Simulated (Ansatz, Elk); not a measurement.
# SrTiCu: X-ray structure factors from the self-consistent density

Structure refinements treat a crystal as free atoms side by side. For a made-up structure of SrTiCu (cell and positions from a PBEsol relaxation) the runs below show what the calculated density changes in F(hkl).

Calculated with Elk 11.2.3 (patched build); DFT, PBE, all-electron APW+lo, Dirac cores, scalar-relativistic bands, static density, no spin.

The structure was built from a prototype and need not be the compound's stable phase.

## Step 1: The starting structure

Symmetry: P-6m2, No. 187, hexagonal system. Conventional cell: a = 4.167 Å, b = 4.167 Å, c = 4.857 Å, α = 90.00°, β = 90.00°, γ = 120.00°. Nearest to Sr lie 6 Cu at 3.42 Å and 6 Ti at 3.42 Å. Cu has 3 Ti at 2.41 Å and 6 Sr at 3.42 Å nearest. Nearest to Ti lie 3 Cu at 2.41 Å and 6 Sr at 3.42 Å. Farther neighbours are not listed.

Coordinates:

```cif
data_structure
_symmetry_space_group_name_H-M 'P-6m2'
_symmetry_Int_Tables_number 187
_cell_length_a 4.1673
_cell_length_b 4.1673
_cell_length_c 4.8566
_cell_angle_alpha 90.000
_cell_angle_beta 90.000
_cell_angle_gamma 120.000
_cell_volume 73.04
loop_
_atom_site_label
_atom_site_type_symbol
_atom_site_symmetry_multiplicity
_atom_site_Wyckoff_symbol
_atom_site_fract_x
_atom_site_fract_y
_atom_site_fract_z
_atom_site_occupancy
Sr1 Sr 1 e 0.66667 0.33333 0.00000 1
Cu1 Cu 1 b 0.00000 0.00000 0.50000 1
Ti1 Ti 1 d 0.33333 0.66667 0.50000 1
```

## Step 2: Ground state and structure factors

An all-electron density is needed, since X-rays see the cores too. Task 0 finds the density and task 195 Fourier-transforms it; tshift is off so that phases refer to the origin typed.

elk.in

```
tasks
  0
  195

xctype
  20

spinpol
  .false.

rgkmax
  7.0

gmaxvr
  14.0

lmaxo
  7

lmaxapw
  8

swidth
  0.002

tshift
  .false.

ramdisk
  .false.

hmaxvr
  5.5

maxscl
  120

epspot
  1e-06

sppath
  './'

avec
  7.87500236278 -0.00000000000 0.00000000000
  -3.93750118139 6.81995210103 0.00000000000
  0.00000000000 0.00000000000 9.17770809498

atoms
  3
  'Sr.in'
  1
  0.6666666667 0.3333333333 0.0000000000   0.000000 0.000000 0.000000
  'Cu.in'
  1
  0.0000000000 0.0000000000 0.5000000000   0.000000 0.000000 0.000000
  'Ti.in'
  1
  0.3333333333 0.6666666667 0.5000000000   0.000000 0.000000 0.000000

ngridk
  6 6 5
```

On the command line:

```console
OMP_NUM_THREADS=4 elk
```

Numbers of over 12 decimals in the logs are rounded to 6 here.

Log:

```text
┌─────────────────────────┐
│ Elk code version 11.2.3 │
└─────────────────────────┘

All units are atomic (Hartree, Bohr, etc.)

┌─────────────────────────────────────────────────┐
│ Ground-state run starting from atomic densities │
└─────────────────────────────────────────────────┘

Lattice vectors :
   7.875002363      -0.000000000       0.000000000
  -3.937501181       6.819952101       0.000000000
   0.000000000       0.000000000       9.177708095

Reciprocal lattice vectors :
  0.7978645615      0.4606473194      -0.000000000
   0.000000000      0.9212946387      -0.000000000
  -0.000000000      -0.000000000      0.6846137665

Unit cell volume      :    492.9084435
Brillouin zone volume :   0.5032379070

Muffin-tin inner radius fraction :   0.1000000000E-01

Nuclei treated as point charges

Species : 1 (Sr)
 parameters loaded from : Sr.in
 name : strontium
 nuclear charge    :   -38.00000000
 electronic charge :    38.00000000
 atomic mass :    159721.4892
 muffin-tin radius :    2.600000000
 number of radial points in muffin-tin :   1193
 inner part over the whole radius :   0.9909106339E-02
 number on inner part of muffin-tin    :    847
 approximate nuclear radius :   0.8067967193E-04
 number of mesh points to nuclear radius :    415
 atomic positions (lattice), magnetic fields (Cartesian) :
  1 :   0.66666667  0.33333333  0.00000000    0.00000000  0.00000000  0.00000000

Species : 2 (Cu)
 parameters loaded from : Cu.in
 name : copper
 nuclear charge    :   -29.00000000
 electronic charge :    29.00000000
 atomic mass :    115837.2717
 muffin-tin radius :    2.248317367
 number of radial points in muffin-tin :    993
 inner part over the whole radius :   0.9927526157E-02
 number on inner part of muffin-tin    :    700
 approximate nuclear radius :   0.7406004541E-04
 number of mesh points to nuclear radius :    337
 atomic positions (lattice), magnetic fields (Cartesian) :
  1 :   0.00000000  0.00000000  0.50000000    0.00000000  0.00000000  0.00000000

Species : 3 (Ti)
 parameters loaded from : Ti.in
 name : titanium
 nuclear charge    :   -22.00000000
 electronic charge :    22.00000000
 atomic mass :    87256.20317
 muffin-tin radius :    2.248317367
 number of radial points in muffin-tin :    993
 inner part over the whole radius :   0.9868023586E-02
 number on inner part of muffin-tin    :    697
 approximate nuclear radius :   0.6805665174E-04
 number of mesh points to nuclear radius :    326
 atomic positions (lattice), magnetic fields (Cartesian) :
  1 :   0.33333333  0.66666667  0.50000000    0.00000000  0.00000000  0.00000000

Total number of atoms per unit cell :    3
Total muffin-tin volume :    168.8341246
 ratio of muffin-tin to unit cell volume :   0.3425263389

Spin treatment :
 spin-unpolarised

Number of Bravais lattice symmetries :   24
Number of crystal symmetries         :   12
Crystal has no inversion symmetry
Complex Hermitian eigensolver will be used

k-point grid :      6     6     5
k-point offset :    0.000000000       0.000000000       0.000000000
k-point set is reduced with full crystal symmetry group
Total number of k-points :       30

Muffin-tin radius times maximum |G+k| :    7.000000000
 using average radius
Maximum |G+k| for APW functions       :    2.959149060
Maximum (1/2)|G+k|²                   :    4.378281578
Maximum |G| for potential and density :    14.00000000
Constant for pseudocharge density :    9
 order of it for each species :   16  16  16
 order of it for pair densities of each species (exact exchange by exxq0 0: 17) :   12   8   8
Radial integration step length :    1

G-vector grid sizes :     36    36    42
Number of G-vectors :    22919

Maximum angular momentum used for
 APW functions            :    8
 outer part of muffin-tin :    7
 inner part of muffin-tin :    2

Total nuclear charge    :   -89.00000000
Total core charge       :    50.00000000
Total valence charge    :    39.00000000
Total excess charge     :    0.000000000
Total electronic charge :    89.00000000

[...]
correlation                 :     -4.214741
 electron entropic           :    -0.12354062034226E-02
 total energy                :     -5687.9657074943

Density of states at Fermi energy :    95.51965403
 (states/Hartree/unit cell)

Estimated indirect band gap :   0.3266965990E-02
 from k-point 14 to k-point 7
Estimated direct band gap   :   0.4424875434E-02
 at k-point 6

Charges :
 core                        :    50.00000000
 valence                     :    39.00000000
 interstitial                :    5.696941886
 muffin-tins (core leakage)
  species : 1 (Sr)
   atom 1                    :    36.06138130     (  0.2876532868E-04)
  species : 2 (Cu)
   atom 1                    :    26.65448618     (  0.4041710305E-03)
  species : 3 (Ti)
   atom 1                    :    20.58719063     ( -0.2139539408E-06)
 total in muffin-tins        :    83.30305811
 total calculated charge     :    88.99972611
 total charge                :    89.00000000
 error                       :   0.2738874197E-03

RMS change in Kohn-Sham potential (target) :   0.7044184985     (  0.1000000000E-05)
Absolute change in total energy (target)   :   0.6369632162     (  0.1000000000E-03)

[... loops 3 to 16 left out ...]

┌──────────────────┐
│ Loop number : 17 │
└──────────────────┘

Energies :
 Fermi                       :     0.194552
 sum of occupied eigenvalues :     -3323.2316327590
 electron kinetic            :      5820.6394928714
 core electron kinetic       :      5520.3902647327
 Coulomb                     :     -11294.273049478
 Coulomb potential           :     -8864.3156795869
 nuclear-nuclear             :     -697.41932175926
 electron-nuclear            :     -12345.058554523
 Hartree                     :      1748.2048268038
 Madelung                    :     -6862.1152096846
 xc potential                :     -279.55544604349
 exchange                    :     -210.77130975053
 correlation                 :     -4.227595
 electron entropic           :    -0.10533408739979E-02
 total energy                :     -5688.6335150339

Density of states at Fermi energy :    83.04183916
 (states/Hartree/unit cell)

Estimated indirect band gap :   0.2263106400E-02
 from k-point 17 to k-point 12
Estimated direct band gap   :   0.1557950582E-01
 at k-point 7

Charges :
 core                        :    50.00000000
 valence                     :    39.00000000
 interstitial                :    5.029930299
 muffin-tins (core leakage)
  species : 1 (Sr)
[...]
species : 2 (Cu)
[...]
species : 3 (Ti)
[...]
total in muffin-tins        :    83.97006970
 total calculated charge     :    88.99963035
 total charge                :    89.00000000
 error                       :   0.3696461641E-03

RMS change in Kohn-Sham potential (target) :   0.9711651182E-06 (  0.1000000000E-05)
Absolute change in total energy (target)   :   0.2951645092E-04 (  0.1000000000E-03)

Convergence targets achieved

┌──────────────────┐
│ Loop number : 18 │
└──────────────────┘

Energies :
 Fermi                       :     0.194553
 sum of occupied eigenvalues :     -3323.2316031213
 electron kinetic            :      5820.6395084087
 core electron kinetic       :      5520.3902794159
 Coulomb                     :     -11294.273034166
 Coulomb potential           :     -8864.3156811545
 nuclear-nuclear             :     -697.41932175926
 electron-nuclear            :     -12345.058521718
 Hartree                     :      1748.2048093106
 Madelung                    :     -6862.1151935892
 xc potential                :     -279.55543037546
 exchange                    :     -210.77130858873
 correlation                 :     -4.227595
 electron entropic           :    -0.10533360012844E-02
 total energy                :     -5688.6334829999

Density of states at Fermi energy :    83.04141016
 (states/Hartree/unit cell)

Estimated indirect band gap :   0.2263133285E-02
 from k-point 17 to k-point 12
Estimated direct band gap   :   0.1557965922E-01
 at k-point 7

Charges :
 core                        :    50.00000000
 valence                     :    39.00000000
 interstitial                :    5.029930868
 muffin-tins (core leakage)
  species : 1 (Sr)
   atom 1                    :    35.99875480     (  0.2844581038E-04)
  species : 2 (Cu)
   atom 1                    :    27.95510321     (  0.3607976897E-03)
  species : 3 (Ti)
   atom 1                    :    20.01621112     ( -0.2139973461E-06)
 total in muffin-tins        :    83.97006913
 total calculated charge     :    88.99963035
 total charge                :    89.00000000
 error                       :   0.3696467332E-03

┌──────────────────────────────┐
│ Self-consistent loop stopped │
└──────────────────────────────┘

Warning : core states of species 2 leak from the muffin-tin :   0.3607976897E-03

Wrote STATE.OUT
```

The job ended after 37 s (4 threads of Arm Neoverse N1, shared host; peak memory 0.16 GiB).

SFACRHO.OUT:

```text

h k l indices transformed by vhmat matrix:
   1.000000000       0.000000000       0.000000000    
   0.000000000       1.000000000       0.000000000    
   0.000000000       0.000000000       1.000000000    

      h      k      l  multipl.   |H|            Re(F)            Im(F)           |F|

      0      0      0      1   0.0000000       89.000000     -0.40496961E-18   89.000000    
      0      0     -1      2  0.68461377      -12.020514      0.14128129E-13   12.020514    
      0     -1      0      3  0.92129464      0.25151640      -12.762697       12.765175    
     -1      0      0      3  0.92129464      0.25151640       12.762697       12.765175    
      0     -1     -1      6   1.1478152      -31.454315      -41.571231       52.130041    
     -1      0     -1      6   1.1478152      -31.454315       41.571231       52.130041    
      0      0      2      2   1.3692275       68.482984      0.25016866E-13   68.482984    
      1      1      0      6   1.5957291       64.707857      0.27453205E-13   64.707857    
      0      1     -2      6   1.6503236      0.76407574E-01   11.584853       11.585105    
      0     -1     -2      6   1.6503236      0.76407574E-01  -11.584853       11.585105    
     -1     -1     -1     12   1.7363892      -7.6349023      0.89544795E-14   7.6349023    
      0     -2      0      3   1.8425893     -0.18770961E-01   11.348371       11.348386    
     -2      0      0      3   1.8425893     -0.18770961E-01  -11.348371       11.348386    
     -2      0     -1      6   1.9656631      -26.046460      -33.974952       42.810225    
      2      0     -1      6   1.9656631      -26.046460       33.974952       42.810225    
      0      0     -3      2   2.0538413      -6.7467158      0.45847425E-13   6.7467158    
     -2      1      2     12   2.1026496       57.044264     -0.78829378E-08   57.044264    
     -1      1     -3      6   2.2510104      -24.414459      -31.792727       40.085450
```

Elk indexes on the primitive cell of elk.in and gives |H| = 4π sin θ/λ in inverse bohr. Below, one row stands for each form hkl of the conventional cell (m members, Friedel mates merged), F is for one primitive cell and the density is static (no thermal factor). Free-atom factors are Waasmaier and Kirfel's, and R is Σm||F|−|F'||/Σm|F|.

| hkl | m | sin θ/λ (Å⁻¹) | abs F, DFT | neutral atoms | diff. | abs of complex diff. |
| --- | --- | --- | --- | --- | --- | --- |
| 001 | 2 | 0.103 | 12.021 | 11.983 | +0.038 | 0.038 |
| 100 | 6 | 0.139 | 12.765 | 12.689 | +0.076 | 0.192 |
| 101 | 12 | 0.173 | 52.130 | 52.322 | -0.192 | 0.239 |
| 002 | 2 | 0.206 | 68.483 | 68.936 | -0.453 | 0.453 |
| 110 | 6 | 0.240 | 64.708 | 65.220 | -0.512 | 0.512 |
| 102 | 12 | 0.248 | 11.585 | 11.554 | +0.031 | 0.403 |
| 111 | 12 | 0.261 | 7.635 | 8.127 | -0.492 | 0.492 |
| 200 | 6 | 0.277 | 11.348 | 11.228 | +0.120 | 0.451 |
| 201 | 12 | 0.296 | 42.810 | 43.110 | -0.300 | 0.367 |
| 003 | 2 | 0.309 | 6.747 | 6.987 | -0.240 | 0.240 |
| 112 | 12 | 0.316 | 57.044 | 57.345 | -0.300 | 0.300 |
| 103 | 12 | 0.339 | 40.085 | 40.216 | -0.130 | 0.229 |
| 202 | 12 | 0.345 | 10.596 | 10.546 | +0.050 | 0.190 |
| 210 | 12 | 0.367 | 10.308 | 10.362 | -0.054 | 0.143 |
| 211 | 24 | 0.381 | 37.566 | 37.620 | -0.054 | 0.119 |
| 113 | 12 | 0.391 | 4.957 | 5.046 | -0.090 | 0.090 |
| 004 | 2 | 0.412 | 48.898 | 48.933 | -0.034 | 0.034 |
| 203 | 12 | 0.415 | 35.647 | 35.704 | -0.057 | 0.077 |
| 300 | 6 | 0.416 | 48.608 | 48.635 | -0.027 | 0.043 |
| 212 | 24 | 0.420 | 9.916 | 9.945 | -0.029 | 0.057 |
| 301 | 12 | 0.428 | 4.261 | 4.245 | +0.017 | 0.035 |
| 104 | 12 | 0.434 | 9.780 | 9.842 | -0.062 | 0.091 |

## Step 3: The highest occupied states alone

An energy window below the Fermi level keeps the highest occupied states, to see at which angles they scatter; shallow core shells can lie inside it and anion s states outside. No new self-consistency is needed.

elk.in, as its differences from that of step 2:

```diff
@@ -1,3 +1,2 @@
 tasks
-  0
   195
@@ -40,2 +39,5 @@
 
+wsfac
+  -0.356690 0.494550
+
 sppath
```

On the command line:

```console
OMP_NUM_THREADS=4 elk
```

Log:

```text
┌─────────────────────────────────┐
│ Elk code version 11.2.3 started │
└─────────────────────────────────┘

Info(readinput): the functional depends on the density's gradient
 muffin-tin radial points multiplied by    2.00000
 (not where nrmtscf is given)

┌────────────────────┐
│ Current task : 195 │
└────────────────────┘
Info(checkmt): changed muffin-tin radius of species 2 (Cu) from   2.4000 to   2.2483
Info(checkmt): changed muffin-tin radius of species 3 (Ti) from   2.4000 to   2.2483

Info(sfacrho): density structure factors written to SFACRHO.OUT

 Energy window :  -0.3566900000      0.4945500000

┌──────────────────┐
│ Elk code stopped │
└──────────────────┘
```

Run time: 13 s. Hardware: 4 threads; peak memory 0.16 GiB; 16 s of CPU time.

States within 15 eV below the Fermi level hold 17.00 electrons; any levels below the window count with the cores. Their amplitudes can exceed the total, where window and core parts have opposite phase:

| hkl | sin θ/λ (Å⁻¹) | abs F, window | abs F, all |
| --- | --- | --- | --- |
| 001 | 0.103 | 11.333 | 12.021 |
| 100 | 0.139 | 7.679 | 12.765 |
| 101 | 0.173 | 6.934 | 52.130 |
| 002 | 0.206 | 7.354 | 68.483 |
| 110 | 0.240 | 6.393 | 64.708 |
| 102 | 0.248 | 5.231 | 11.585 |
| 111 | 0.261 | 5.740 | 7.635 |
| 200 | 0.277 | 4.638 | 11.348 |
| 201 | 0.296 | 4.468 | 42.810 |
| 003 | 0.309 | 4.890 | 6.747 |

(Continued in part 2 of 2.)

[Logs are printed without paths, hosts, clocks, repeated set-up lines and the standing remarks that a program may print on its own settings, such as how far it seeks lower states.]

[Hosts, paths, dates, database ids (printed as entryN), source tags and the programs' standing remarks are cut or masked in the printed files.]
